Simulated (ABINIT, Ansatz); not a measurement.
# Lattice dynamics of DyAl (Pm-3m) in two programs

Aim: the phonon dispersion of DyAl (Pm-3m), checked by a second program.

Program: ABINIT 10.8.3. Level of theory: DFT PBEsol, scalar-relativistic, plane waves, PseudoDojo norm-conserving, 4f in core pseudopotentials (the lanthanide files made for PBE). Results are calculated unless marked as measured.

### Step 1. Starting point

The structure is cubic, space group Pm-3m (No. 221). Conventional cell: a = 3.584 Å, b = 3.584 Å, c = 3.584 Å, α = 90.00°, β = 90.00°, γ = 90.00°. Nearest to Dy lie 8 Al at 3.10 Å. Nearest to Al lie 8 Dy at 3.10 Å. Farther neighbours are not listed.

### Step 2. A first look

A first run with smearing and empty bands tells whether the crystal has a gap, which decides between fixed occupations and smearing later on.

The input, probe.abi:

```
# ground state
tolvrs 1.0d-08
prtden 1
prtwf 1

# basis, mesh and filling
ecut 19.0
ixc -116133
ngkpt 6 6 6
nshiftk 1
shiftk 0.0 0.0 0.0
istwfk *1
occopt 7
tsmear 0.005
nband 13
nstep 100
diemac 9.0
prtebands 0
prtgsr 0
useylm 1

# cell and atoms
acell 6.771953376 6.771953376 6.771953376
rprim 
    1.0 0.0 0.0
    0.0 1.0 0.0
    0.0 0.0 1.0
ntypat 2
znucl 66 13
natom 2
typat 1 2
xred 
    0.5 0.5 0.5
    0.0 0.0 0.0
pp_dirpath "./pseudo"
pseudos "Dy.upf, Al.upf"
```

Started as:

```console
> OMP_NUM_THREADS=1 mpirun -n 4 abinit probe.abi > probe.log
```

Numbers of over 12 decimals in the logs are rounded to 6 here.

probe.abo, the main output file:

```text
[banners, grids, parts of the stress and lines that vanish by symmetry left out]
- input  file    -> probe.abi
- output file    -> probe.abo
- root for input  files -> probei
[...]
Symmetries : space group Pm -3 m (#221); Bravais cP (primitive cubic)
[...]
mpw =        1253          nfft =       27000          nkpt =          20
[...]
== DATASET  1 ==================================================================
[...]
cutoff_energies: {ecut:  19.0, pawecutdg:  -1.0, }
[...]
ETOT  1  -45.636973307654    -4.564E+01 2.797E-02 5.287E+00
 ETOT  2  -45.655043056253    -1.807E-02 6.099E-03 7.693E-01
 ETOT  3  -45.655251864591    -2.088E-04 2.464E-03 2.698E-03
 ETOT  4  -45.655252632402    -7.678E-07 2.101E-03 1.293E-04
 ETOT  5  -45.655252666321    -3.392E-08 3.185E-03 1.068E-07
 ETOT  6  -45.655252666376    -5.486E-11 1.789E-03 7.180E-09
 At SCF step    6       vres2   =  7.18E-09 < tolvrs=  1.00E-08 =>converged.
[...]
sigma(1 1)=  1.08640935E-04  sigma(3 2)=  0.00000000E+00
  sigma(2 2)=  1.08640935E-04  sigma(3 1)=  0.00000000E+00
  sigma(3 3)=  1.08640935E-04  sigma(2 1)=  0.00000000E+00
[...]
convergence: {deltae: -5.486E-11, res2:  7.180E-09, residm:  1.789E-03, diffor: null, }
etotal    :  -4.56552527E+01
[...]
sigma(1 1)=  1.08640935E-04  sigma(3 2)=  0.00000000E+00
  sigma(2 2)=  1.08640935E-04  sigma(3 1)=  0.00000000E+00
  sigma(3 3)=  1.08640935E-04  sigma(2 1)=  0.00000000E+00
[...]
- sigma(1 1)=  3.19632666E+00  sigma(3 2)=  0.00000000E+00
- sigma(2 2)=  3.19632666E+00  sigma(3 1)=  0.00000000E+00
- sigma(3 3)=  3.19632666E+00  sigma(2 1)=  0.00000000E+00
[...]
fcart     -0.0000000000E+00 -0.0000000000E+00 -0.0000000000E+00
           strten      1.0864093515E-04  1.0864093515E-04  1.0864093515E-04
================================================================================

[key lines of the parts left out:]
pressure_GPa:  -3.1963E+00
```

It took 4.2 s on 4 MPI ranks of Arm Neoverse V2, shared host; 15 s of CPU time.

Numbers from this step:

- volume per atom: 23.01 Å³
- pressure: -3.196 GPa
- gap on the k-mesh: 0 eV

No gap opens on this mesh, so smearing is kept; the printed pressure holds the stress of the finite basis too.

### Step 3. Relaxation

The harmonic expansion needs vanishing forces, and a free crystal bears no stress, so cell and atoms are brought to rest. Stress is more sensitive to the basis than forces are: the last 3 Ha under the cutoff are smoothed with ecutsm, and the cutoff is raised above that of the later runs.

The input, relax.abi:

```
# relaxation
ionmov 2
optcell 2
dilatmx 1.08
ntime 40
tolmxf 1.0d-05
tolvrs 1.0d-14
prtwf 0
prtden 0
chksymtnons 0

# basis, mesh and filling
ecut 25.0
ecutsm 3.0
ixc -116133
ngkpt 8 8 8
nshiftk 1
shiftk 0.0 0.0 0.0
istwfk *1
occopt 6
tsmear 0.01
nband 13
nstep 100
diemac 1000000.0
prtebands 0
prtgsr 0
useylm 1

# cell and atoms
acell 6.771953376 6.771953376 6.771953376
rprim 
    1.0 0.0 0.0
    0.0 1.0 0.0
    0.0 0.0 1.0
ntypat 2
znucl 66 13
natom 2
typat 1 2
xred 
    0.5 0.5 0.5
    0.0 0.0 0.0
pp_dirpath "./pseudo"
pseudos "Dy.upf, Al.upf"
```

Started as:

```console
> OMP_NUM_THREADS=1 mpirun -n 4 abinit relax.abi > relax.log
```

relax.abo, the main output file:

```text
[banners, grids, parts of the stress and lines that vanish by symmetry left out]
- input  file    -> relax.abi
- output file    -> relax.abo
- root for input  files -> relaxi
[...]
Symmetries : space group Pm -3 m (#221); Bravais cP (primitive cubic)
[...]
mpw =        2360          nfft =       46656          nkpt =          35
[...]
== DATASET  1 ==================================================================
[...]
cutoff_energies: {ecut:  25.0, pawecutdg:  -1.0, }
[...]
ETOT  1  -45.635246052122    -4.564E+01 5.961E-02 8.334E+00
 ETOT  2  -45.656824549123    -2.158E-02 1.199E-02 3.208E-01
 ETOT  3  -45.656872676702    -4.813E-05 2.038E-03 6.930E-03
 ETOT  4  -45.656873605691    -9.290E-07 1.074E-03 5.115E-05
 ETOT  5  -45.656873612540    -6.849E-09 1.223E-03 1.466E-07
[...]
At SCF step    9       vres2   =  5.82E-16 < tolvrs=  1.00E-14 =>converged.
[...]
sigma(1 1)=  6.59134580E-05  sigma(3 2)=  0.00000000E+00
  sigma(2 2)=  6.59134580E-05  sigma(3 1)=  0.00000000E+00
  sigma(3 3)=  6.59134580E-05  sigma(2 1)=  0.00000000E+00
[...]
convergence: {deltae: -1.542E-12, res2:  5.824E-16, residm:  6.970E-04, diffor: null, }
etotal    :  -4.56568736E+01
[...]
ETOT  1  -45.656756456698    -4.566E+01 4.484E-04 1.536E+00
[...]
At SCF step    8       vres2   =  1.44E-15 < tolvrs=  1.00E-14 =>converged.
[...]
sigma(1 1)=  5.32750407E-05  sigma(3 2)=  0.00000000E+00
  sigma(2 2)=  5.32750407E-05  sigma(3 1)=  0.00000000E+00
  sigma(3 3)=  5.32750407E-05  sigma(2 1)=  0.00000000E+00
[...]
convergence: {deltae:  1.990E-13, res2:  1.441E-15, residm:  1.980E-05, diffor: null, }
etotal    :  -4.56569832E+01
[...]
ETOT  1  -45.653304126771    -4.565E+01 4.244E-02 2.593E+01
[...]
At SCF step    9       vres2   =  2.25E-16 < tolvrs=  1.00E-14 =>converged.
[...]
sigma(1 1)= -2.15100248E-06  sigma(3 2)=  0.00000000E+00
  sigma(2 2)= -2.15100248E-06  sigma(3 1)=  0.00000000E+00
  sigma(3 3)= -2.15100248E-06  sigma(2 1)=  0.00000000E+00
[...]
convergence: {deltae:  1.208E-13, res2:  2.251E-16, residm:  1.582E-05, diffor: null, }
etotal    :  -4.56571778E+01
[...]
ETOT  1  -45.657172874371    -4.566E+01 2.705E-06 3.617E-02
[...]
ETOT  6  -45.657178102567    -1.165E-12 2.304E-06 2.011E-12
 ETOT  7  -45.657178102567     6.537E-13 5.968E-06 5.709E-15
 At SCF step    7       vres2   =  5.71E-15 < tolvrs=  1.00E-14 =>converged.
[...]
sigma(1 1)=  6.19832643E-08  sigma(3 2)=  0.00000000E+00
  sigma(2 2)=  6.19832643E-08  sigma(3 1)=  0.00000000E+00
  sigma(3 3)=  6.19832643E-08  sigma(2 1)=  0.00000000E+00
[...]
convergence: {deltae:  6.537E-13, res2:  5.709E-15, residm:  5.968E-06, diffor: null, }
etotal    :  -4.56571781E+01
[...]
At Broyd/MD step   4, gradients are converged :
[...]
sigma(1 1)=  6.19832643E-08  sigma(3 2)=  0.00000000E+00
  sigma(2 2)=  6.19832643E-08  sigma(3 1)=  0.00000000E+00
  sigma(3 3)=  6.19832643E-08  sigma(2 1)=  0.00000000E+00
[...]
- sigma(1 1)=  1.82361060E-03  sigma(3 2)=  0.00000000E+00
- sigma(2 2)=  1.82361060E-03  sigma(3 1)=  0.00000000E+00
- sigma(3 3)=  1.82361060E-03  sigma(2 1)=  0.00000000E+00
[...]
fcart     -0.0000000000E+00 -0.0000000000E+00 -0.0000000000E+00
           strten      6.1983264285E-08  6.1983264288E-08  6.1983264285E-08
================================================================================

[key lines of the parts left out:]
pressure_GPa:  -1.8236E-03
Total energy (etotal) [Ha]= -4.56571781025667E+01
```

Elapsed: 24 s, on 4 MPI ranks; 96 s of CPU time.

The steps of the relaxation:

```csv
step,energy less that of the first step (eV),largest force (eV/Å),volume (Å³)
1,0.0000,0.0000,46.02
2,-0.0030,0.0000,45.75
3,-0.0083,0.0000,44.64
4,-0.0083,0.0000,44.69
```

```csv
"conventional cell, symmetrised",before,after,change
a (Å),3.584,3.549,-1.0 %
b (Å),3.584,3.549,-1.0 %
c (Å),3.584,3.549,-1.0 %
volume (Å³/atom),23.01,22.34,-2.9 %
```

Final coordinates:

```xyz
2
Lattice="3.5486 0.0000 0.0000 0.0000 3.5486 0.0000 0.0000 0.0000 3.5486" Properties=species:S:1:pos:R:3 pbc="T T T"
Dy    1.7743    1.7743    1.7743
Al    0.0000    0.0000    0.0000
```

Numbers from this step:

| Quantity | Value |
| --- | --- |
| volume per atom | 22.34 Å³ |
| pressure | -0.001824 GPa |

The volume changes by -2.9 % in this run and stands -2.9 % from the first cell.

### Step 4. Ground state

First-order wavefunctions inherit every error of the ground state, hence the very tight tolvrs. Smearing stays on, as the first look found no gap above 0.3 eV.

The input, gs.abi:

```
# ground state
tolvrs 1.0d-16
prtden 1
prtwf 1

# basis, mesh and filling
ecut 19.0
ixc -116133
ngkpt 8 8 8
nshiftk 1
shiftk 0.0 0.0 0.0
istwfk *1
occopt 6
tsmear 0.01
nband 13
nstep 100
diemac 1000000.0
prtebands 0
prtgsr 0
useylm 1

# cell and atoms
acell 6.705891395 6.705891395 6.705891395
rprim 
    1.0 0.0 0.0
    0.0 1.0 0.0
    0.0 0.0 1.0
ntypat 2
znucl 66 13
natom 2
typat 1 2
xred 
    0.5 0.5 0.5
    0.0 0.0 0.0
pp_dirpath "./pseudo"
pseudos "Dy.upf, Al.upf"
```

Started as:

```console
> OMP_NUM_THREADS=1 mpirun -n 4 abinit gs.abi > gs.log
```

gs.abo, the main output file:

```text
[banners, grids, parts of the stress and lines that vanish by symmetry left out]
- input  file    -> gs.abi
- output file    -> gs.abo
- root for input  files -> gsi
[...]
Symmetries : space group Pm -3 m (#221); Bravais cP (primitive cubic)
[...]
mpw =        1222          nfft =       27000          nkpt =          35
[...]
== DATASET  1 ==================================================================
[...]
cutoff_energies: {ecut:  19.0, pawecutdg:  -1.0, }
[...]
ETOT  1  -45.635956307874    -4.564E+01 4.455E-02 5.063E+00
 ETOT  2  -45.655670816123    -1.971E-02 5.286E-03 2.136E-01
 ETOT  3  -45.655731628821    -6.081E-05 9.268E-04 2.415E-03
 ETOT  4  -45.655732148029    -5.192E-07 1.034E-03 4.120E-05
 ETOT  5  -45.655732159310    -1.128E-08 4.758E-04 1.506E-07
[...]
ETOT  9  -45.655732159358    -5.684E-13 1.314E-04 2.477E-16
 ETOT 10  -45.655732159357     1.549E-12 1.794E-04 1.724E-18
 At SCF step   10       vres2   =  1.72E-18 < tolvrs=  1.00E-16 =>converged.
[...]
sigma(1 1)=  4.04607524E-05  sigma(3 2)=  0.00000000E+00
  sigma(2 2)=  4.04607524E-05  sigma(3 1)=  0.00000000E+00
  sigma(3 3)=  4.04607524E-05  sigma(2 1)=  0.00000000E+00
[...]
convergence: {deltae:  1.549E-12, res2:  1.724E-18, residm:  1.794E-04, diffor: null, }
etotal    :  -4.56557322E+01
[...]
sigma(1 1)=  4.04607524E-05  sigma(3 2)=  0.00000000E+00
  sigma(2 2)=  4.04607524E-05  sigma(3 1)=  0.00000000E+00
  sigma(3 3)=  4.04607524E-05  sigma(2 1)=  0.00000000E+00
[...]
- sigma(1 1)=  1.19039643E+00  sigma(3 2)=  0.00000000E+00
- sigma(2 2)=  1.19039643E+00  sigma(3 1)=  0.00000000E+00
- sigma(3 3)=  1.19039643E+00  sigma(2 1)=  0.00000000E+00
[...]
fcart     -0.0000000000E+00 -0.0000000000E+00 -0.0000000000E+00
           strten      4.0460752396E-05  4.0460752396E-05  4.0460752396E-05
================================================================================

[key lines of the parts left out:]
pressure_GPa:  -1.1904E+00
```

Wall time 6 s (4 MPI ranks); 24 s of CPU time.

This step gave:

| Quantity | Value |
| --- | --- |
| pressure | -1.190 GPa |

The cell stands at -1.2 GPa: the relaxation ran with a smoothed and higher cutoff, and the difference is a stress of the finite basis.

[end of part 1 of 4]

[Host names and launcher messages were left out of these logs when they were recorded.]

[Logs are printed without paths, hosts, clocks, repeated set-up lines and the standing remarks that a program may print on its own settings, such as how far it seeks lower states.]

[Hosts, paths, dates, database ids (printed as entryN), source tags and the programs' standing remarks are cut or masked in the printed files.]
